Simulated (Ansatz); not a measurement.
# Resistivity from frozen vibrations: Pt(111) with 4 thermally displaced layers, 2x2, part 2 of 2

How much do lattice vibrations at 500 K scatter the electrons of Pt? Layers with random displacements are laid between perfect leads, and the resistance is followed against their length.

Ansatz 0.2.0; Ansatz plane-wave DFT, PBE, PAW files; ballistic transport by layer matching (Landauer), zero bias; PAW set soft_1.

So far, open channels per spin nearest the Fermi level: step 2 (with 4 displaced layers) 6.89.

**3. With 8 displaced layers**

Each atom of 8 layers is moved at random, by amounts drawn from a normal law 0.0807 Å wide in each direction from the Debye model (240 K) at 500 K. A fresh draw is used; the growth of the resistance with length is what counts.

System of this step: Pt(111) with 8 thermally displaced layers, 2x2. The cell holds 56 atoms: 56 Pt. Cell: a = 5.546 Å, b = 5.546 Å, c = 31.740 Å, α = 87.5°, β = 92.5°, γ = 120.0°. It derives from Pt. Regions: lead, 24 atoms (24 Pt); scattering region, 32 atoms (32 Pt). The structure is stacked along c, and the current runs across the ab planes.

The input, input.yaml:

```yaml
crystal:
  lattice:
    - [5.5462627489, 0.0, 0.0]
    - [-2.7731313745, 4.8032044366, 0.0]
    - [-1.3865656872, 0.8005340728, 31.6995319999]
  atoms:
    - { symbol: Pt, position: [0.005952381, 0.994047619, 0.0357142857] }
    - { symbol: Pt, position: [0.005952381, 0.494047619, 0.0357142857] }
    - { symbol: Pt, position: [0.505952381, 0.994047619, 0.0357142857] }
    - { symbol: Pt, position: [0.505952381, 0.494047619, 0.0357142857] }
    - { symbol: Pt, position: [0.1845238095, 0.3154761905, 0.1071428571] }
    - { symbol: Pt, position: [0.1845238095, 0.8154761905, 0.1071428571] }
    - { symbol: Pt, position: [0.6845238095, 0.3154761905, 0.1071428571] }
    - { symbol: Pt, position: [0.6845238095, 0.8154761905, 0.1071428571] }
    - { symbol: Pt, position: [0.3630952381, 0.1369047619, 0.1785714286] }
    - { symbol: Pt, position: [0.3630952381, 0.6369047619, 0.1785714286] }
    - { symbol: Pt, position: [0.8630952381, 0.1369047619, 0.1785714286] }
    - { symbol: Pt, position: [0.8630952381, 0.6369047619, 0.1785714286] }
    - { symbol: Pt, position: [0.0790926105, 0.9802842825, 0.2509101081] }
    - { symbol: Pt, position: [0.0243206916, 0.457979843, 0.2516717848] }
    - { symbol: Pt, position: [0.5264172706, 0.964791606, 0.2510946947] }
    - { symbol: Pt, position: [0.5415661821, 0.438712996, 0.2483149024] }
    - { symbol: Pt, position: [0.2047937028, 0.2593630762, 0.3258580609] }
    - { symbol: Pt, position: [0.2156747839, 0.7854005657, 0.3207700883] }
    - { symbol: Pt, position: [0.7546499842, 0.3016840786, 0.3230414728] }
    - { symbol: Pt, position: [0.6888932289, 0.7803461631, 0.3231696527] }
    - { symbol: Pt, position: [0.4090030835, 0.0900321355, 0.397497093] }
    - { symbol: Pt, position: [0.3744283398, 0.5896754655, 0.3952383493] }
    - { symbol: Pt, position: [0.916430398, 0.1347641944, 0.3933372275] }
    - { symbol: Pt, position: [0.8859574022, 0.5953079772, 0.3900784206] }
    - { symbol: Pt, position: [0.0643284679, 0.9329675555, 0.4657657162] }
    - { symbol: Pt, position: [0.090599038, 0.4092196529, 0.4685872101] }
    - { symbol: Pt, position: [0.5862446628, 0.9492634396, 0.4631835781] }
    - { symbol: Pt, position: [0.5692127592, 0.4263793459, 0.4669124217] }
    - { symbol: Pt, position: [0.2528062068, 0.2347760367, 0.5322987238] }
    - { symbol: Pt, position: [0.2401974438, 0.7520760206, 0.5382346976] }
    - { symbol: Pt, position: [0.7449033129, 0.2256204769, 0.5379375825] }
    - { symbol: Pt, position: [0.7315875421, 0.7317996729, 0.5372957752] }
    - { symbol: Pt, position: [0.4047727635, 0.0722166803, 0.6056616455] }
    - { symbol: Pt, position: [0.4355640201, 0.5641181087, 0.6076575634] }
    - { symbol: Pt, position: [0.9388577835, 0.0521273376, 0.6107615424] }
    - { symbol: Pt, position: [0.9526767789, 0.5791621943, 0.61010931] }
    - { symbol: Pt, position: [0.1316838474, 0.9010589055, 0.6787639359] }
    - { symbol: Pt, position: [0.0908669844, 0.3849617001, 0.6766117758] }
    - { symbol: Pt, position: [0.5943176807, 0.8914898282, 0.6771235555] }
    - { symbol: Pt, position: [0.5894555416, 0.3692613671, 0.6792549819] }
    - { symbol: Pt, position: [0.3079943731, 0.230565465, 0.7499645648] }
    - { symbol: Pt, position: [0.319102664, 0.7314126919, 0.7529290219] }
    - { symbol: Pt, position: [0.7677087187, 0.2288393796, 0.7508648793] }
    - { symbol: Pt, position: [0.8011167138, 0.7144100081, 0.7509747327] }
    - { symbol: Pt, position: [0.4702380952, 0.0297619048, 0.8214285714] }
    - { symbol: Pt, position: [0.4702380952, 0.5297619048, 0.8214285714] }
    - { symbol: Pt, position: [0.9702380952, 0.0297619048, 0.8214285714] }
    - { symbol: Pt, position: [0.9702380952, 0.5297619048, 0.8214285714] }
    - { symbol: Pt, position: [0.1488095238, 0.8511904762, 0.8928571429] }
    - { symbol: Pt, position: [0.1488095238, 0.3511904762, 0.8928571429] }
    - { symbol: Pt, position: [0.6488095238, 0.8511904762, 0.8928571429] }
    - { symbol: Pt, position: [0.6488095238, 0.3511904762, 0.8928571429] }
    - { symbol: Pt, position: [0.3273809524, 0.1726190476, 0.9642857143] }
    - { symbol: Pt, position: [0.3273809524, 0.6726190476, 0.9642857143] }
    - { symbol: Pt, position: [0.8273809524, 0.1726190476, 0.9642857143] }
    - { symbol: Pt, position: [0.8273809524, 0.6726190476, 0.9642857143] }
kpoints:
  mp_grid: { grid: [5, 5, 1] }
hamiltonian:
  xc: pbe
  pseudopotentials: { kind: paw, azcp: { folder: soft_1 } }
scf:
  occupations: { method: fermi_dirac, width: 0.1 }
output:
  transmission:
    leads: [[0, 4]]
    kmesh: [10, 10]
    e_range: [-0.05, 0.05]
    de: 0.05
  write_potential: true
  write_density: true
  volumetric_format: npy
```

Started as:

```sh
ansatz run input.yaml --threads 4 --pin off --max-ram 15360MiB --backend cpu --events-out ev --progress --plain --runs-dir out
```

Numbers of over 12 decimals in the logs are rounded to 6 here.

Log:

```text
[...]
Crystal: 56 atoms, lattice volume = 844.470 Å³
Basis set: ecut = 420 eV, 16521 PW (Γ)
Bands: 605, of which v1, the nominal top of the filled ones, is band 504 counted from 1 (503 counted from 0)
Symmetry: 1 space group operations
[...]
k-points: 13 of 25 (time reversal used)
[...]
SCF iter   1: F=—  HF=-701397.509410 eV  |F-HF|=—  |Δ(HF+E_count)|=         —  Δρ=8.53e-2  dr2=6.05e1  ethr=3.10e-3  ⟨swp⟩=4.2  Hψ=23052  notcnv=0  defer=364
[...]
SCF iter   9: F=-701379.340917 eV  HF=-701379.340917 eV  |F-HF|=1.61e-8  |Δ(HF+E_count)|=   6.72e-8  Δρ=1.65e-6  dr2=2.79e-8  ethr=9.92e-12  ⟨swp⟩=7.9  Hψ=24625  notcnv=0
SCF 1 converged in 9 iterations: F = -701379.340917 eV  dr2 = 2.79e-8
[...]
transmission: 308 of 3068 steps passed
transmission: 614 of 3068 steps passed
[...]
transmission: 3068 of 3068 steps passed
SCF converged after 9 iterations
Free energy (F): -701379.340917 eV
[...]
Internal energy: -701376.234451 eV  (E = F + TS)
E sigma→0 (E₀):  -701377.787684 eV
Entropy (-TS):   -3.106465 eV (-55.473 meV/atom)
Fermi energy:    23.443888 eV
[...]
--- Band table (eV; the first three rows and the last of 13) ---
  k-point 0: bands = [... 500 lower, 23.6211, 23.6238, 23.6423, 23.6588, 23.6646, 23.6784, 23.6860, 23.7025, ... 97 higher]
  k-point 1: bands = [... 500 lower, 23.4349, 23.4427, 23.4553, 23.4642, 23.4843, 23.5044, 23.5386, 23.5667, ... 97 higher]
  k-point 2: bands = [... 500 lower, 23.4391, 23.4479, 23.4673, 23.4898, 23.4955, 23.5195, 23.5276, 23.5454, ... 97 higher]
  k-point 12: bands = [... 500 lower, 23.3430, 23.3617, 23.3872, 23.4036, 23.4293, 23.4460, 23.4548, 23.5083, ... 97 higher]
--- Transmission ---
  basis      : 241 plane waves across, 59 finite elements along
  points     : 52, standing for a mesh of 10 x 10
[...]
channels       : 6.890000e0 a spin
[...]
junction   : crystal 0 to crystal 0, 0.70 to 30.13 Å
    transmission   : 4.247693e0 a spin
[...]
```

The job ended after 6.2 min (4 threads of Intel Xeon 6975P-C (Granite Rapids), shared host; peak memory 9.7 GiB; 23 min of CPU time).

This step gave:

- free energy: -701379.3409 eV
- energy at zero smearing: -701377.7877 eV
- transmission per spin nearest the Fermi level: 4.248
- step of the lead's potential: 5.7 meV

Per spin. The transmission, zone mean by energy, zero at the Fermi level:

```csv
energy (eV),"transmission, zone mean"
-0.0500,4.38
0.0000,4.25
0.0500,4.05
```

Over the solved energies the transmission per spin lies between 4.05 and 4.38, out of 6.75 channels of the lead on average (up to 7.16).

**4. With 12 displaced layers**

Each atom of 12 layers is moved at random, by amounts drawn from a normal law 0.0807 Å wide in each direction from the Debye model (240 K) at 500 K. A fresh draw is used; the growth of the resistance with length is what counts.

System of this step: Pt(111) with 12 thermally displaced layers, 2x2. The cell holds 72 atoms: 72 Pt. Its edges and angles: a = 5.546 Å, b = 5.546 Å, c = 40.757 Å, α = 90.0°, β = 90.0°, γ = 120.0°. It derives from Pt. Regions: lead, 24 atoms (24 Pt); scattering region, 48 atoms (48 Pt). The structure is stacked along c, and the current runs across the ab planes.

The input, input.yaml:

```yaml
crystal:
  lattice:
    - [5.5462627489, 0.0, 0.0]
    - [-2.7731313745, 4.8032044366, 0.0]
    - [0.0, 0.0, 40.7565411427]
  atoms:
    - { symbol: Pt, position: [0.0, 0.0, 0.0277777778] }
    - { symbol: Pt, position: [0.0, 0.5, 0.0277777778] }
    - { symbol: Pt, position: [0.5, 0.0, 0.0277777778] }
    - { symbol: Pt, position: [0.5, 0.5, 0.0277777778] }
    - { symbol: Pt, position: [0.1666666667, 0.3333333333, 0.0833333333] }
    - { symbol: Pt, position: [0.1666666667, 0.8333333333, 0.0833333333] }
    - { symbol: Pt, position: [0.6666666667, 0.3333333333, 0.0833333333] }
    - { symbol: Pt, position: [0.6666666667, 0.8333333333, 0.0833333333] }
    - { symbol: Pt, position: [0.3333333333, 0.1666666667, 0.1388888889] }
    - { symbol: Pt, position: [0.3333333333, 0.6666666667, 0.1388888889] }
    - { symbol: Pt, position: [0.8333333333, 0.1666666667, 0.1388888889] }
    - { symbol: Pt, position: [0.8333333333, 0.6666666667, 0.1388888889] }
    - { symbol: Pt, position: [0.001633015, 0.99396783, 0.1906778836] }
    - { symbol: Pt, position: [0.991660673, 0.4864918714, 0.1965839195] }
    - { symbol: Pt, position: [0.4964984551, 0.0014029503, 0.1927616336] }
    - { symbol: Pt, position: [0.4924709317, 0.4998061666, 0.1915023682] }
    - { symbol: Pt, position: [0.1701517975, 0.3315506024, 0.2476514499] }
    - { symbol: Pt, position: [0.1360715642, 0.8419560776, 0.2494105766] }
    - { symbol: Pt, position: [0.6569678539, 0.3293643391, 0.2535978861] }
    - { symbol: Pt, position: [0.6666697041, 0.8347891225, 0.2470545612] }
    - { symbol: Pt, position: [0.3650204879, 0.1820866673, 0.3076688289] }
    - { symbol: Pt, position: [0.3417302125, 0.682072664, 0.3062902884] }
    - { symbol: Pt, position: [0.840979415, 0.1641087961, 0.302636232] }
    - { symbol: Pt, position: [0.8320481907, 0.6341462637, 0.305080314] }
    - { symbol: Pt, position: [0.9882596083, 0.9824728995, 0.3623255215] }
    - { symbol: Pt, position: [0.9934130143, 0.4926576587, 0.3621407594] }
    - { symbol: Pt, position: [0.5047354801, 0.0233442536, 0.3618072367] }
    - { symbol: Pt, position: [0.476757647, 0.4673232045, 0.35852085] }
    - { symbol: Pt, position: [0.1820603321, 0.332482843, 0.4161058821] }
    - { symbol: Pt, position: [0.1798057385, 0.8117761549, 0.4155066568] }
    - { symbol: Pt, position: [0.6647153296, 0.3431877635, 0.4153524053] }
    - { symbol: Pt, position: [0.6442496393, 0.8063559721, 0.4181112859] }
    - { symbol: Pt, position: [0.3410635824, 0.1586603168, 0.472545749] }
    - { symbol: Pt, position: [0.3105539384, 0.658737016, 0.4749515238] }
    - { symbol: Pt, position: [0.854723768, 0.2054963921, 0.4706630329] }
    - { symbol: Pt, position: [0.8401365105, 0.6633808471, 0.4733429352] }
    - { symbol: Pt, position: [0.995179077, 0.9905680778, 0.526059293] }
    - { symbol: Pt, position: [0.0439764545, 0.4987000801, 0.5237833866] }
    - { symbol: Pt, position: [0.4962573909, 0.0113956512, 0.5267874132] }
    - { symbol: Pt, position: [0.528224939, 0.5168470676, 0.5274760413] }
    - { symbol: Pt, position: [0.1513498003, 0.3164458836, 0.5819469126] }
    - { symbol: Pt, position: [0.1553459492, 0.8535753332, 0.5864840275] }
    - { symbol: Pt, position: [0.6384533435, 0.3134730707, 0.5798304495] }
    - { symbol: Pt, position: [0.6265339607, 0.7811258751, 0.5810708263] }
    - { symbol: Pt, position: [0.3493052249, 0.1608570313, 0.6405815602] }
    - { symbol: Pt, position: [0.3410119055, 0.69625778, 0.6392834791] }
    - { symbol: Pt, position: [0.8492222483, 0.2095646456, 0.6382462089] }
    - { symbol: Pt, position: [0.8172550545, 0.6700601197, 0.6388119685] }
    - { symbol: Pt, position: [0.0077756004, 0.9845103195, 0.6960383438] }
    - { symbol: Pt, position: [0.0068009933, 0.4887783397, 0.6947677811] }
    - { symbol: Pt, position: [0.5076210547, 0.0394254342, 0.6930497582] }
    - { symbol: Pt, position: [0.4844488225, 0.4820867158, 0.6937588835] }
    - { symbol: Pt, position: [0.1730331646, 0.3462373813, 0.7487908117] }
    - { symbol: Pt, position: [0.1520594129, 0.809526736, 0.748361168] }
    - { symbol: Pt, position: [0.7155276325, 0.3508332581, 0.7484522368] }
    - { symbol: Pt, position: [0.6390025475, 0.8169369465, 0.749957037] }
    - { symbol: Pt, position: [0.327583654, 0.1541563764, 0.803007243] }
    - { symbol: Pt, position: [0.3578318529, 0.6742580358, 0.8048136503] }
    - { symbol: Pt, position: [0.8256717457, 0.1577669751, 0.799740143] }
    - { symbol: Pt, position: [0.826020609, 0.6486742833, 0.8035695431] }
    - { symbol: Pt, position: [0.0, 0.0, 0.8611111111] }
    - { symbol: Pt, position: [0.0, 0.5, 0.8611111111] }
    - { symbol: Pt, position: [0.5, 0.0, 0.8611111111] }
    - { symbol: Pt, position: [0.5, 0.5, 0.8611111111] }
    - { symbol: Pt, position: [0.1666666667, 0.3333333333, 0.9166666667] }
    - { symbol: Pt, position: [0.1666666667, 0.8333333333, 0.9166666667] }
    - { symbol: Pt, position: [0.6666666667, 0.3333333333, 0.9166666667] }
    - { symbol: Pt, position: [0.6666666667, 0.8333333333, 0.9166666667] }
    - { symbol: Pt, position: [0.3333333333, 0.1666666667, 0.9722222222] }
    - { symbol: Pt, position: [0.3333333333, 0.6666666667, 0.9722222222] }
    - { symbol: Pt, position: [0.8333333333, 0.1666666667, 0.9722222222] }
    - { symbol: Pt, position: [0.8333333333, 0.6666666667, 0.9722222222] }
kpoints:
  mp_grid: { grid: [5, 5, 1] }
hamiltonian:
  xc: pbe
  pseudopotentials: { kind: paw, azcp: { folder: soft_1 } }
scf:
  occupations: { method: fermi_dirac, width: 0.1 }
output:
  transmission:
    leads: [[0, 4]]
    kmesh: [10, 10]
    e_range: [-0.05, 0.05]
    de: 0.05
  write_potential: true
  write_density: true
  volumetric_format: npy
```

Log:

```text
[...]
Crystal: 72 atoms, lattice volume = 1085.747 Å³
Basis set: ecut = 420 eV, 21305 PW (Γ)
Bands: 778, of which v1, the nominal top of the filled ones, is band 648 counted from 1 (647 counted from 0)
Symmetry: 1 space group operations
[...]
k-points: 13 of 25 (time reversal used)
[...]
SCF iter   1: F=—  HF=-901794.989333 eV  |F-HF|=—  |Δ(HF+E_count)|=         —  Δρ=8.54e-2  dr2=8.14e1  ethr=3.10e-3  ⟨swp⟩=4.5  Hψ=29462  notcnv=0  defer=491
[...]
SCF iter  10: F=-901771.657615 eV  HF=-901771.657615 eV  |F-HF|=1.05e-9  |Δ(HF+E_count)|=   4.07e-9  Δρ=4.38e-7  dr2=2.51e-9  ethr=7.72e-12  ⟨swp⟩=2.0  Hψ=18510  notcnv=0
SCF 1 converged in 10 iterations: F = -901771.657615 eV  dr2 = 2.51e-9
[...]
transmission: 396 of 3952 steps passed
transmission: 792 of 3952 steps passed
[...]
transmission: 3952 of 3952 steps passed
SCF converged after 10 iterations
Free energy (F): -901771.657615 eV
[...]
Internal energy: -901767.646009 eV  (E = F + TS)
E sigma→0 (E₀):  -901769.651812 eV
Entropy (-TS):   -4.011606 eV (-55.717 meV/atom)
Fermi energy:    23.446602 eV
[...]
--- Band table (eV; the first three rows and the last of 13) ---
  k-point 0: bands = [... 644 lower, 23.6121, 23.6222, 23.6272, 23.6398, 23.6427, 23.6607, 23.6807, 23.6878, ... 126 higher]
  k-point 1: bands = [... 644 lower, 23.4438, 23.4502, 23.4584, 23.4701, 23.4766, 23.5063, 23.5165, 23.5309, ... 126 higher]
  k-point 2: bands = [... 644 lower, 23.4253, 23.4371, 23.4507, 23.4768, 23.4989, 23.5032, 23.5241, 23.5331, ... 126 higher]
  k-point 12: bands = [... 644 lower, 23.3712, 23.3871, 23.4035, 23.4225, 23.4295, 23.4475, 23.4601, 23.4710, ... 126 higher]
--- Transmission ---
  basis      : 241 plane waves across, 76 finite elements along
  points     : 52, standing for a mesh of 10 x 10
[...]
channels       : 6.890000e0 a spin
[...]
junction   : crystal 0 to crystal 0, 0.70 to 39.19 Å
    transmission   : 3.175134e0 a spin
[...]
```

Wall time 11 min (4 threads); peak memory 8.5 GiB; 41 min of CPU time.

Numbers from this step:

* free energy: -901771.6576 eV
* energy at zero smearing: -901769.6518 eV
* Fermi energy: 23.45 eV
* transmission per spin nearest the Fermi level: 3.175
* step of the lead's potential: 17.9 meV

Per spin. Transmission, zone mean against energy, zero at the Fermi level:

```csv
energy (eV),"transmission, zone mean"
-0.0500,3.26
0.0000,3.18
0.0500,3.03
```

Over the solved energies the transmission per spin lies between 3.03 and 3.26, out of 6.71 channels of the lead on average (up to 7.04).

**5. Resistance against length**

This step: Ansatz plane-wave DFT, PBE, PAW files; ballistic transport by layer matching (Landauer), zero bias; resistivity from the slope of the area resistance; PAW set soft_1 (Ansatz 0.2.0).

This step gave:

```
resistivity           : 24.62 µΩ cm
intercept             : -0.1075 fΩ m²
scatter about the fit : 0.02362 fΩ m²
```

Resistance, by row:

```csv
run,length (Å),T,channels N,RA (fΩ m²)
n4,9.057,5.361,6.753,0.1322
n8,18.11,4.223,6.753,0.305
n12,27.17,3.154,6.713,0.5781
```

The area resistance by length of the displaced region:

```csv
length of the displaced region (Å),area resistance (fΩ m²)
9.06,0.132
18.11,0.305
27.17,0.578
```

The area resistance goes from 0.13 to 0.58 fΩ m² between 9.1 and 27.2 Å, a slope of 25 µΩ cm.

By hand from the end points: (0.5781 − 0.1322) fΩ m² / (27.17 − 9.06) Å = 25 µΩ cm, since 1 fΩ m² per Å is 1000 µΩ cm.

**6. What came out**

```
resistivity from the slope  : 24.6 µΩ cm
area resistance over 9.06 Å : 0.132 fΩ m²
area resistance over 18.1 Å : 0.305 fΩ m²
area resistance over 27.2 Å : 0.578 fΩ m²
```

What this shows: The slope gives 25 µΩ cm. The points scatter by 0.024 fΩ m² about the line, with one random draw a length in a 2x2 cell, so the slope is a rough value. The mean square of the displacements drawn is 0.78, 0.99 and 1.2 of the nominal one at the three lengths; with each resistance scaled back by that, the slope is 18 µΩ cm, the value used below. Read with a model of isotropic scattering on a spherical Fermi surface and the lead's 2.0×10¹⁵ S/m², this slope means a mean free path near 22 Å; over these lengths the model's slope is within 3 % of its bulk resistivity. Uncorrelated displacements put too much weight on short waves, which scatter strongly; with the sideways repeat of a small cell, one draw and three short lengths, the method is good to a factor of two or three. The measured value is 18.3 µΩ cm (CRC Handbook of Chemistry and Physics, 84th ed., 2003, Electrical Resistivity of Pure Metals); the scaled slope is 0.97 times that: fair for so small a cell. Spin-orbit coupling is left out, which matters for Pt.

[Logs are printed without paths, hosts, clocks, repeated set-up lines and the standing remarks that a program may print on its own settings, such as how far it seeks lower states.]

[Hosts, paths, dates, database ids (printed as entryN), source tags and the programs' standing remarks are cut or masked in the printed files.]
